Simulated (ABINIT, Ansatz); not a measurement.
# How the form of the self-energy moves the gap of MgTiF6 (R-3), part 2 of 2

Aim: compare treatments of exchange, screening and correlation for the gap of MgTiF6 (R-3).

ABINIT 10.8.3; PBEsol and many-body steps on it, plane waves. Known limits of the many-body steps: not at the basis limit; coarse k mesh.

So far. Step 5 (G0W0, von der Linden-Horsch plasmon pole): Against G0W0 in ABINIT (2×2×2 mesh, 101 bands, screening to 114.3 eV, Godby-Needs plasmon pole), the gap moves by +0.658 eV. Step 6 (G0W0, Engel-Farid plasmon pole): Against G0W0 in ABINIT (2×2×2 mesh, 101 bands, screening to 114.3 eV, Godby-Needs plasmon pole), the gap moves by +0.300 eV.

**7. One-shot COHSEX**

This step: one-shot COHSEX on PBEsol, plane waves, norm-conserving pseudopotentials.

run.abi reads:

```
acell 3*1.0 Angstrom
rprim 
  2.608280093927 1.505891214373 4.444507563992
  -2.608280093927 1.505891214373 4.444507563992
  0.000000000000 -3.011782428679 4.444507564015
ntypat 3
znucl 12 22 9
natom 8
typat 1 2 3 3 3 3 3 3
xred 
  0.500000000000 0.500000000000 0.500000000000
  0.000000000000 -0.000000000000 -0.000000000000
  0.671617650000 0.842455580000 0.242244330000
  0.842455580000 0.242244330000 0.671617650000
  0.757755670000 0.328382350000 0.157544420000
  0.157544420000 0.757755670000 0.328382350000
  0.328382350000 0.157544420000 0.757755670000
  0.242244330000 0.671617650000 0.842455580000
pp_dirpath "pseudos"
pseudos "Mg.upf, Ti.upf, F.upf"
ecut 38
ngkpt 2 2 2
nshiftk 1
shiftk 0 0 0
kptopt 1
chksymbreak 0
istwfk *1
occopt 1
irdwfk 1
optdriver 4
nband 101
gwcalctyp 7
ecutsigx 38
symsigma 1
nkptgw 2
kptgw 
  0.0000000000 0.0000000000 0.0000000000
  0.5000000000 0.5000000000 0.0000000000
bdgw 
  31 35
  31 34
ecuteps 4.2
irdscr 1
indata_prefix "in"
outdata_prefix "out"
tmpdata_prefix "tmp"
```

Run with:

```bash
> OMP_NUM_THREADS=1 mpirun -n 4 abinit run.abi > log
```

Numbers of over 12 decimals in the logs are rounded to 6 here.

The program printed:

```text
.Version 10.8.3 of ABINIT. v10.8.2 released Aug 2026.

 Symmetries : space group R-3 (#148); Bravais hR (rhombohedral)
[... echo of the input left out ...]
== DATASET  1 ==================================================================
-   mpi_nproc: 4, omp_nthreads: 1 (-1 if OMP is not activated)

--- !DatasetInfo
iteration_state: {dtset: 1, }
dimensions: {natom: 8, nkpt: 4, mband: 101, nsppol: 1, nspinor: 1, nspden: 1, mpw: 7942, }
cutoff_energies: {ecut:  38.0, pawecutdg:  -1.0, }
[...]
Band     E0 <VxcDFT>   SigX SigC(E0)      Z dSigC/dE  Sig(E)    E-E0       E
[...]
33   3.200 -21.436 -12.964  -6.285   1.000   0.000 -19.248   2.187   5.387
       34   3.298 -21.784 -13.541  -6.045   1.000   0.000 -19.585   2.198   5.497

== END DATASET(S) ==============================================================
================================================================================

 -outvars: echo values of variables after computation  --------
           etotal      0.0000000000E+00
            nband         101
             nkpt           4
          spgroup         148
 [... the other variables as echoed above ...]

 Calculation completed.
```

Run time: 12 s. Hardware: 4 MPI ranks of Intel Xeon Platinum 8259CL at 2.50GHz (Skylake/Cascade Lake), shared host; peak memory 1.1 GiB; 46 s of CPU time.

Numbers from this step:

```
quasiparticle gap on the points computed              : 10.26 eV
starting gap on the mesh                              : 4.879 eV
k of the valence top                                  : 0, 0, 0
k of the conduction bottom                            : 0, 0, 0
least direct quasiparticle gap on the computed points : 10.26 eV
```

Against G0W0 in ABINIT (2×2×2 mesh, 101 bands, screening to 114.3 eV, Godby-Needs plasmon pole), the gap moves by +0.647 eV.

**8. One-shot Hartree-Fock**

This step: one-shot Hartree-Fock on PBEsol, plane waves, norm-conserving pseudopotentials.

Edit run.abi of step 7 so:

```diff
@@ -30,4 +30,4 @@
 optdriver 4
-nband 101
-gwcalctyp 7
+nband 36
+gwcalctyp 5
 ecutsigx 38
@@ -41,4 +41,4 @@
   31 34
-ecuteps 4.2
-irdscr 1
+ixc_sigma 40
+fftgw 31
 indata_prefix "in"
```

The program printed:

```text
.Version 10.8.3 of ABINIT. v10.8.2 released Aug 2026.

 Symmetries : space group R-3 (#148); Bravais hR (rhombohedral)
[... echo of the input left out ...]
== DATASET  1 ==================================================================
-   mpi_nproc: 4, omp_nthreads: 1 (-1 if OMP is not activated)

--- !DatasetInfo
iteration_state: {dtset: 1, }
dimensions: {natom: 8, nkpt: 4, mband: 36, nsppol: 1, nspinor: 1, nspden: 1, mpw: 7942, }
cutoff_energies: {ecut:  38.0, pawecutdg:  -1.0, }
[...]
Band     E0 <VxcDFT>   SigX SigC(E0)      Z dSigC/dE  Sig(E)    E-E0       E
[...]
33   3.200 -21.436 -12.964   0.000   1.000   0.000 -12.964   8.472  11.672
       34   3.298 -21.784 -13.541   0.000   1.000   0.000 -13.541   8.243  11.541

== END DATASET(S) ==============================================================
================================================================================

 -outvars: echo values of variables after computation  --------
           etotal      0.0000000000E+00
            nband          36
             nkpt           4
          spgroup         148
 [... the other variables as echoed above ...]

 Calculation completed.
```

It took 11 s on 4 MPI ranks; peak memory 1 GiB.

This step gave:

| Property | Result |
| --- | --- |
| quasiparticle gap on the points computed | 20.48 eV |
| starting gap on the mesh | 4.879 eV |
| k of the valence top | 0, 0, 0 |
| k of the conduction bottom | 0.5, 0.5, 0 |
| least direct quasiparticle gap on the computed points | 20.51 eV |

Against G0W0 in ABINIT (2×2×2 mesh, 101 bands, screening to 114.3 eV, Godby-Needs plasmon pole), the gap moves by +10.861 eV.

**9. Screening, 2×2×2 mesh, 101 bands, screening to 114.3 eV**

This step: RPA screening on PBEsol, plane waves, norm-conserving pseudopotentials.

Edit run.abi of step 8 so:

```diff
@@ -29,16 +29,14 @@
 irdwfk 1
-optdriver 4
-nband 36
-gwcalctyp 5
-ecutsigx 38
-symsigma 1
-nkptgw 2
-kptgw 
-  0.0000000000 0.0000000000 0.0000000000
-  0.5000000000 0.5000000000 0.0000000000
-bdgw 
-  31 35
-  31 34
-ixc_sigma 40
-fftgw 31
+optdriver 3
+nband 101
+ecuteps 4.2
+inclvkb 2
+awtr 1
+symchi 1
+gwcalctyp 2
+nfreqre 16
+freqremax 40 eV
+nfreqim 8
+spmeth 1
+nomegasf 120
 indata_prefix "in"
```

The program printed:

```text
.Version 10.8.3 of ABINIT. v10.8.2 released Aug 2026.

 Symmetries : space group R-3 (#148); Bravais hR (rhombohedral)
[... echo of the input left out ...]
== DATASET  1 ==================================================================
-   mpi_nproc: 4, omp_nthreads: 1 (-1 if OMP is not activated)

--- !DatasetInfo
iteration_state: {dtset: 1, }
dimensions: {natom: 8, nkpt: 4, mband: 101, nsppol: 1, nspinor: 1, nspden: 1, mpw: 7942, }
cutoff_energies: {ecut:  38.0, pawecutdg:  -1.0, }
electrons: {nelect:   6.40000000E+01, charge:   0.00000000E+00, occopt:   1.00000000E+00, tsmear:   1.00000000E-02, }

 SCREENING: Calculation of the susceptibility and dielectric matrices

 Based on a program developped by R.W. Godby, V. Olevano, G. Onida, and L. Reining.
 Incorporated in ABINIT by V. Olevano, G.-M. Rignanese, and M. Torrent.
.Using double precision arithmetic ; gwpc =  8

[... cell and pseudopotentials left out ...]
--------------------------------------------------------------------------------

 ==== K-mesh for the wavefunctions ====
 Number of points in the irreducible wedge :     4
[... list of points left out ...]
 Together with  6 symmetry operations and time-reversal symmetry
 yields     8 points in the full Brillouin Zone.

 ==== Q-mesh for the screening function ====
 Number of points in the irreducible wedge :     4
[... list of points left out ...]
 Together with  6 symmetry operations and time-reversal symmetry
 yields     8 points in the full Brillouin Zone.

 setmesh: FFT mesh size selected  =    40x   40x   40
          total number of points  =        64000

 vcoul_init : cutoff-mode = AUXILIARY_FUNCTION
 q-points for optical limit:   1
     1)      0.000010    0.000020    0.000030

- screening: taking advantage of time-reversal symmetry
- Maximum band index for partially occupied states nbvw = 32
- Remaining bands to be divided among processors   nbcw = 69
- Number of bands treated by each node ~17

 Number of electrons calculated from density =   64.0000; Expected =   64.0000
 average of density, n =  0.090544
 r_s =    1.3815
 omega_plasma =   29.0259 [eV]

 calculating chi0 at frequencies [eV] :
  1    0.000000E+00    0.000000E+00
  2    2.666667E+00    0.000000E+00
  3    5.333333E+00    0.000000E+00
[...]
23    0.000000E+00    7.392395E+01
 24    0.000000E+00    1.040857E+02

--------------------------------------------------------------------------------
  q-point number  1        q = ( 0.000000, 0.000000, 0.000000) [r.l.u.]
--------------------------------------------------------------------------------
[... chi0 elements left out ...]
  [... further frequencies ...]

 No. of calculated frequencies >  15, stop printing
 For q-point:  0.000010 0.000020 0.000030
  dielectric constant =   2.2883
  dielectric constant without local fields =   2.6574

  Average fulfillment of the sum rule on Im[epsilon] for q-point    1 :     33.09  [%]
[... wings left out ...]
  q-point number  2        q = ( 0.500000, 0.000000, 0.000000) [r.l.u.]
--------------------------------------------------------------------------------
[... chi0 elements left out ...]
  [... further frequencies ...]

 No. of calculated frequencies >  15, stop printing
  Average fulfillment of the sum rule on Im[epsilon] for q-point    2 :     38.86  [%]

 [... 2 further q-points ...]
```

It took 99 s on 4 MPI ranks; peak memory 2 GiB; 6.6 min of CPU time.

Numbers from this step:

* ε∞ with local fields, on this mesh, along the program's q direction: 2.288
* the same without local fields: 2.657
* plasma frequency: 29.03 eV
* plane waves in the screening matrix: 295

**10. G0W0, contour deformation**

This step: G0W0 on PBEsol, plane waves, norm-conserving pseudopotentials.

Edit run.abi of step 9 so:

```diff
@@ -29,14 +29,16 @@
 irdwfk 1
-optdriver 3
+optdriver 4
 nband 101
+gwcalctyp 2
+ecutsigx 38
+symsigma 1
+nkptgw 2
+kptgw 
+  0.0000000000 0.0000000000 0.0000000000
+  0.5000000000 0.5000000000 0.0000000000
+bdgw 
+  31 35
+  31 34
 ecuteps 4.2
-inclvkb 2
-awtr 1
-symchi 1
-gwcalctyp 2
-nfreqre 16
-freqremax 40 eV
-nfreqim 8
-spmeth 1
-nomegasf 120
+irdscr 1
 indata_prefix "in"
```

The program printed:

```text
.Version 10.8.3 of ABINIT. v10.8.2 released Aug 2026.

 Symmetries : space group R-3 (#148); Bravais hR (rhombohedral)
[... echo of the input left out ...]
== DATASET  1 ==================================================================
-   mpi_nproc: 4, omp_nthreads: 1 (-1 if OMP is not activated)

--- !DatasetInfo
iteration_state: {dtset: 1, }
dimensions: {natom: 8, nkpt: 4, mband: 101, nsppol: 1, nspinor: 1, nspden: 1, mpw: 7942, }
cutoff_energies: {ecut:  38.0, pawecutdg:  -1.0, }
[...]
Band     E0 <VxcDFT>   SigX SigC(E0)      Z dSigC/dE  Sig(E)    E-E0       E
[...]
34   3.298 -21.784 -13.541  -4.002   0.765  -0.307 -18.538   3.246   6.544
       34   0.000   0.000   0.000  -0.000   0.000   0.000  -0.000  -0.000  -0.000

== END DATASET(S) ==============================================================
================================================================================

 -outvars: echo values of variables after computation  --------
           etotal      0.0000000000E+00
            nband         101
             nkpt           4
          spgroup         148
 [... the other variables as echoed above ...]

 Calculation completed.
```

The job ended after 21 s (4 MPI ranks; peak memory 1.2 GiB).

This step gave:

| Property | Result |
| --- | --- |
| G0W0 gap on the points computed | 9.456 eV |
| starting gap on the mesh | 4.879 eV |
| k of the valence top | 0, 0, 0 |
| k of the conduction bottom | 0, 0, 0 |
| least direct G0W0 gap on the computed points | 9.456 eV |

Against G0W0 in ABINIT (2×2×2 mesh, 101 bands, screening to 114.3 eV, Godby-Needs plasmon pole), the gap moves by −0.160 eV.

**11. The runs together**

Times are wall times on 4 MPI ranks of Intel Xeon Platinum 8259CL at 2.50GHz (Skylake/Cascade Lake), shared host, good to a factor of about two. A run's time includes the screening step that it read.

| run | mesh | bands | screening cutoff (eV) | DFT gap (eV) | gap on the mesh (eV) | direct (eV) | ε∞ used | time |
| --- | --- | --- | --- | --- | --- | --- | --- | --- |
| G0W0, Godby-Needs plasmon pole | 2×2×2 | 101 | 114.3 | 4.879 | 9.616 | 9.616 | 2.28 | 88 s |
| G0W0, von der Linden-Horsch plasmon pole | 2×2×2 | 101 | 114.3 | 4.879 | 10.274 | 10.274 | 2.28 | 83 s |
| G0W0, Engel-Farid plasmon pole | 2×2×2 | 101 | 114.3 | 4.879 | 9.916 | 9.916 | 2.28 | 85 s |
| one-shot COHSEX | 2×2×2 | 101 | 114.3 | 4.879 | 10.263 | 10.263 | 2.28 | 80 s |
| one-shot Hartree-Fock | 2×2×2 | - | - | 4.879 | 20.477 | 20.508 | - | 11 s |
| G0W0, contour deformation | 2×2×2 | 101 | 114.3 | 4.879 | 9.456 | 9.456 | 2.29 | 2 min |

**12. Outcome**

```yaml
g0w0_godby_needs_plasmon_pole: 9.616 eV
g0w0_von_der_linden_horsch_plasmon_pole: 10.274 eV
g0w0_engel_farid_plasmon_pole: 9.916 eV
one_shot_cohsex: 10.263 eV
one_shot_hartree_fock: 20.477 eV
g0w0_contour_deformation: 9.456 eV
known_limits: not at the basis limit; coarse k mesh
```

G0W0, von der Linden-Horsch plasmon pole: +0.658 eV against G0W0, Godby-Needs plasmon pole. G0W0, Engel-Farid plasmon pole: +0.300 eV against G0W0, Godby-Needs plasmon pole. One-shot COHSEX: +0.647 eV against G0W0, Godby-Needs plasmon pole. One-shot Hartree-Fock: +10.861 eV against G0W0, Godby-Needs plasmon pole. G0W0, contour deformation: −0.160 eV against G0W0, Godby-Needs plasmon pole. Bare exchange alone opens the gap to 20.48 eV; against G0W0, correlation takes back 10.86 eV. Bands and cutoff are finite, so the gap is not at the basis limit. The miss can reach some tenths of an eV and take either sign; the mesh is an error of its own. In the first G0W0 run levels were corrected at 2 k points alone, so a gap called «on the mesh» is the least over those, and an edge elsewhere would be missed. The 2×2×2 mesh is coarse for this cell, which bears on the long-range parts of exchange and screening.

[Paths, hosts, dates, memory and timing lines, banners, echoed tables and standing remarks are left out of the program output.]

[Logs are printed without paths, hosts, clocks, repeated set-up lines and the standing remarks that a program may print on its own settings, such as how far it seeks lower states.]

[Runs of the session that timed out or met a known fault of the program may be left out.]

[No measured gap is set beside runs whose start may be inverted or whose files or cutoffs have a known fault.]

[Hosts, paths, dates, database ids (printed as entryN), source tags and the programs' standing remarks are cut or masked in the printed files.]

[G0W0 gaps are taken among the corrected bands and points alone; a level outside them can change the order at an edge.]

[Where Ansatz stands beside ABINIT at settings called matched, ABINIT's density can come from a denser mesh and the files from another edition; pairs whose starting gaps differed by over 0.03 eV were left out, so agreement reads better than it is.]
